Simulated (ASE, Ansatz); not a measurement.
# Building Sn(100)/C(100) interface (94 atoms)

The cell is an input for a DFT calculation. Recipe: diamond-structure Sn(100), 2 repeat layers, 4 surface cells, strained -0.90 and -0.90 %; diamond-structure C(100), 3 layers, 13 cells, -0.00 and -0.00 %; outer planes 2.08 Å apart, 12 Å of vacuum above; not relaxed, displaced by a Gaussian of 0.02 Å.

The cell that is wanted:

The cell holds 94 atoms: 16 Sn and 78 C. Its edges and angles: a = 9.094 Å, b = 9.094 Å, c = 23.441 Å, α = 90.0°, β = 90.0°, γ = 90.0°. It derives from Sn and C. Regions: Sn, 16 atoms (16 Sn); C, 78 atoms (78 C). Vacuum lies along c.

```xyz
94
Lattice="9.0941 0.0000 0.0000 0.0000 9.0941 0.0000 0.0000 0.0000 23.4405" Properties=species:S:1:pos:R:3
Sn    0.0271    0.0043    6.0223
Sn    2.3123    9.0830    7.6179
Sn    2.3021    2.2937    9.2569
Sn    0.0275    2.2950   10.8961
Sn    9.0864    4.5277    5.9691
Sn    2.3195    4.5225    7.6547
Sn    2.3164    6.7947    9.2881
Sn    0.0537    6.8019   10.9174
Sn    4.5818    0.0406    6.0141
Sn    6.8331    9.0776    7.6772
Sn    6.8521    2.3015    9.2970
Sn    4.5733    2.2552   10.8846
Sn    4.5581    4.5357    5.9724
Sn    6.8523    4.5460    7.6053
Sn    6.8185    6.7812    9.2557
Sn    4.5897    6.8061   10.9198
C     7.1969    8.0298   12.9769
C     4.3832    7.6872   13.8946
C     5.4000    8.4118   14.7382
C     6.1351    7.3634   15.6412
C     5.0739    6.6463   16.6025
C     6.4715    0.0213   17.4709
C     5.1166    6.6283   13.0172
C     2.2504    6.2483   13.8163
C     3.3151    7.0061   14.7832
C     4.0345    5.9437   15.6121
C     2.9659    5.2836   16.5729
C     4.3873    7.6761   17.4269
C     7.8666    2.4207   12.9863
C     5.0687    2.1053   13.8763
C     6.0952    2.7870   14.7636
C     6.7907    1.7643   15.6454
C     5.7678    1.0328   16.5197
C     7.1401    3.5034   17.4098
C     5.7530    1.0522   12.9708
C     2.9819    0.6888   13.8524
C     4.0282    1.4588   14.7858
C     4.7321    0.3492   15.6541
C     3.6798    8.7368   16.5298
C     5.0916    2.0808   17.4262
C     3.6997    8.7320   12.9893
C     0.8751    8.3649   13.8754
C     1.9458    9.0785   14.7509
C     2.6070    8.0575   15.6789
C     1.5704    7.3368   16.5701
C     2.9540    0.6762   17.4449
C     1.5783    7.3694   12.9800
C     7.8746    7.0211   13.8463
C     8.9224    7.7006   14.7607
C     0.5214    6.6590   15.6587
C     8.6079    5.9529   16.5882
C     0.8823    8.4052   17.4508
C     8.5631    5.9487   12.9296
C     5.7547    5.6132   13.8946
C     6.8299    6.2891   14.7889
C     7.4959    5.2317   15.6674
C     6.5106    4.5640   16.5561
C     7.8792    6.9804   17.4782
C     6.5036    4.5443   12.9919
C     3.7182    4.2217   13.8827
C     4.7245    4.9170   14.7664
C     5.4318    3.8838   15.6585
C     4.3857    3.1608   16.5624
C     5.7800    5.6419   17.4461
C     4.3430    3.1171   12.9891
C     1.5995    2.8425   13.8745
C     2.5998    3.5125   14.7750
C     3.3380    2.4490   15.6555
C     2.2690    1.7299   16.5033
C     3.6639    4.2092   17.4660
C     2.2898    1.7486   12.9950
C     8.5461    1.3868   13.8442
C     0.5519    2.1053   14.7847
C     1.2431    1.0655   15.6306
C     0.1874    0.3564   16.5268
C     1.5806    2.8247   17.4609
C     0.1670    0.3308   13.0102
C     6.4478    9.0662   13.8857
C     7.5037    0.7007   14.7436
C     8.2255    8.7357   15.6360
C     7.1892    8.0424   16.4972
C     8.6261    1.3865   17.4466
C     2.9642    5.2377   12.9619
C     0.2140    4.8781   13.8977
C     1.1957    5.5620   14.8147
C     1.9604    4.5521   15.6566
C     0.8578    3.8704   16.5802
C     2.2860    6.2683   17.4323
C     0.8915    3.8367   12.9769
C     7.1629    3.4956   13.8813
C     8.2354    4.2238   14.7727
C     8.9269    3.1507   15.6187
C     7.9093    2.4506   16.5607
C     0.1815    4.9298   17.4107
```

Q: Which script makes it?

build.py (ASE 3.29.0):

```python
import numpy as np
from ase.build import bulk, make_supercell, surface

ua = bulk('Sn', 'diamond', a=6.489)
ub = bulk('C', 'diamond', a=3.567)
ua.positions += np.array([0, 0.0065, 0.0065]) @ ua.cell[:]; ua.wrap(eps=1e-6)
A = surface(ua, [0, 1, 1], 2, vacuum=5)
A.set_cell(A.cell.cellpar(), scale_atoms=True)  # standard orientation
A.set_tags(0)
A = make_supercell(A, [[2, 0, 0], [0, 2, 0], [0, 0, 1]])
A.set_cell(A.cell.cellpar(), scale_atoms=True)  # standard orientation
ub.positions += np.array([0, 0.0065, 0.0065]) @ ub.cell[:]; ub.wrap(eps=1e-6)
B = surface(ub, [0, 1, 1], 3, vacuum=5)
B.set_cell(B.cell.cellpar(), scale_atoms=True)  # standard orientation
B.set_tags(0)
B = make_supercell(B, [[-2, -3, 0], [3, -2, 0], [0, 0, 1]])
B.set_cell(B.cell.cellpar(), scale_atoms=True)  # standard orientation
cell = [9.0941, 9.0941, 90]  # common in-plane cell: a, b, gamma
for g in (A, B):
    z = g.positions[:, 2].copy(); g.set_cell([cell[0], cell[1], 10, 90, 90, cell[2]], scale_atoms=True); g.positions[:, 2] = z - z.min()
A.positions[:, 2] *= 1.0072; B.positions[:, 2] *= 1  # Poisson response of the strained films
B.positions += np.array([0.944, 0.653] + [0]) @ A.cell[:] + [0, 0, A.positions[:, 2].max() + 2.08]
B.set_tags(1)
atoms = A + B
atoms.set_cell([cell[0], cell[1], atoms.positions[:, 2].max() + 12, 90, 90, cell[2]]); atoms.pbc = True
atoms.center(axis=2)
atoms.rattle(0.02, seed=70560)
atoms.wrap()
atoms.write('structure.xyz')
print(atoms.get_chemical_formula(), len(atoms), 'atoms; cell', atoms.cell.cellpar().round(3))
```

```console
$ python build.py
C78Sn16 94 atoms; cell [ 9.094  9.094 23.441 90.    90.    90.   ]
```

[Logs are printed without paths, hosts, clocks, repeated set-up lines and the standing remarks that a program may print on its own settings, such as how far it seeks lower states.]

[Hosts, paths, dates, database ids (printed as entryN), source tags and the programs' standing remarks are cut or masked in the printed files.]
